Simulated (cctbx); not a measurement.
## What is wrong with this refinement?

Cell a = 14.2750 Å, b = 8.7340 Å, c = 10.4450 Å, α = 90.00°, β = 90.00°, γ = 90.00°; space group Cmcm (no. 63). The compound is Dy2In9Mo3.

The data are simulated with cctbx, not measured: Mo Kα, λ = 0.71073 Å, to d = 0.65 Å, 70 % of the full sphere, strongest reflection 20000 counts, noise from counting, a 4 % proportional error and a noise floor of 2 counts (s.d.); no absorption.

An anisotropic refinement with weights 1/σ² prints:

```text
Rint 0.045, 1339 unique reflections to 0.65 A
cycle     R1     wR2    GooF  max shift (A)
   1  0.3424  0.6683  15.150   0.01301
   2  0.3306  0.6327  14.344   0.00016
final R1 0.3305 wR2 0.6327 GooF 14.343  parameters 36  data/parameter 37.2
atom        x        y        z      Ueq    occ   su(xyz)  su(Uiso or U11)
Dy1    0.66212  0.66481  0.75000   0.0047  1.000  0.00041  0.0018
In1    0.39127  0.05235  0.75000   0.0064  1.000  0.00067  0.0023
In2    0.50000  0.84023  0.94141   0.0042  1.000  0.00059  0.0023
In3    0.17008  0.16951  0.07607   0.0064  1.000  0.00048  0.0019
Mo1    0.00000  0.00000  0.50000   0.0070  1.000  0.00000  0.0041
Mo2    0.66958  0.00000  0.50000   0.0084  1.000  0.00053  0.0032
difference map: max 313.61 min -19.47 rms 7.72
Q1    0.0000  0.1335  0.2500    4  316.07  2.86 A from Mo1
Q2    0.1612  0.1611  0.7500    8  106.82  0.04 A from Dy1
Q3    0.1084  0.4487  0.2500    8   94.14  0.01 A from In1
Q4    0.0000  0.3476  0.5535    8   76.82  0.08 A from In2
Q5    0.1716  0.1691  0.0812   16   70.25  0.06 A from In3
Q6    0.0000  0.0000  0.0000    4   61.60  0.00 A from Mo1
```

**Question.** Can this result stand? If not, what is the likely fault?

Mend it. The fault: an atom left out, In at (1/2, 0.3662, 3/4). Against the right model at the same level, R1 goes from 0.0179 to 0.3305 and GooF from 0.94 to 14.34, U of In2 shrinks from 0.0122 to 0.0042 Å², U of Dy1 shrinks from 0.0129 to 0.0047 Å², U of In3 shrinks from 0.0155 to 0.0064 Å² and the top difference peak, 316.1 e/Å³, lies 2.86 Å from Mo1. Q1 is the missing atom. With scattering power missing, scale and phases suffer, so peaks may also grow on the heavy atoms.

The compound is Dy2In9Mo3. The right model at the same level gives:

```text
Rint 0.045, 1339 unique reflections to 0.65 A
cycle     R1     wR2    GooF  max shift (A)
   1  0.0181  0.0419   0.951   0.00010
   2  0.0179  0.0414   0.940   0.00000
final R1 0.0179 wR2 0.0414 GooF 0.940  parameters 40  data/parameter 33.5
atom        x        y        z      Ueq    occ   su(xyz)  su(Uiso or U11)
Dy1    0.66201  0.66410  0.75000   0.0129  1.000  0.00003  0.0001
In1    0.39128  0.05162  0.75000   0.0124  1.000  0.00004  0.0001
In2    0.50000  0.84119  0.94228   0.0122  1.000  0.00004  0.0001
In3    0.17041  0.16950  0.07722   0.0155  1.000  0.00003  0.0001
In4    0.50000  0.36619  0.75000   0.0131  1.000  0.00006  0.0002
Mo1    0.00000  0.00000  0.50000   0.0151  1.000  0.00000  0.0003
Mo2    0.66984  0.00000  0.50000   0.0159  1.000  0.00003  0.0002
difference map: max 1.38 min -1.22 rms 0.29
Q1    0.0000  0.0355  0.2500    4    1.38  0.86 A from In4
Q2    0.0000  0.0765  0.5677    8    1.33  0.97 A from Mo1
Q3    0.0000  0.1337  0.6380    8    1.32  1.85 A from Mo1
Q4    0.0912  0.2187  0.7500    8    1.18  1.12 A from Dy1
Q5    0.2442  0.2142  0.2500    8    1.16  1.71 A from Dy1
Q6    0.1332  0.4511  0.1134   16    1.08  1.36 A from Mo2
```

This is a model crystal, built by substitution and not relaxed, with assumed displacement parameters.

[Middle refinement cycles are left out of these outputs.]

[Logs are printed without paths, hosts, clocks, repeated set-up lines and the standing remarks that a program may print on its own settings, such as how far it seeks lower states.]
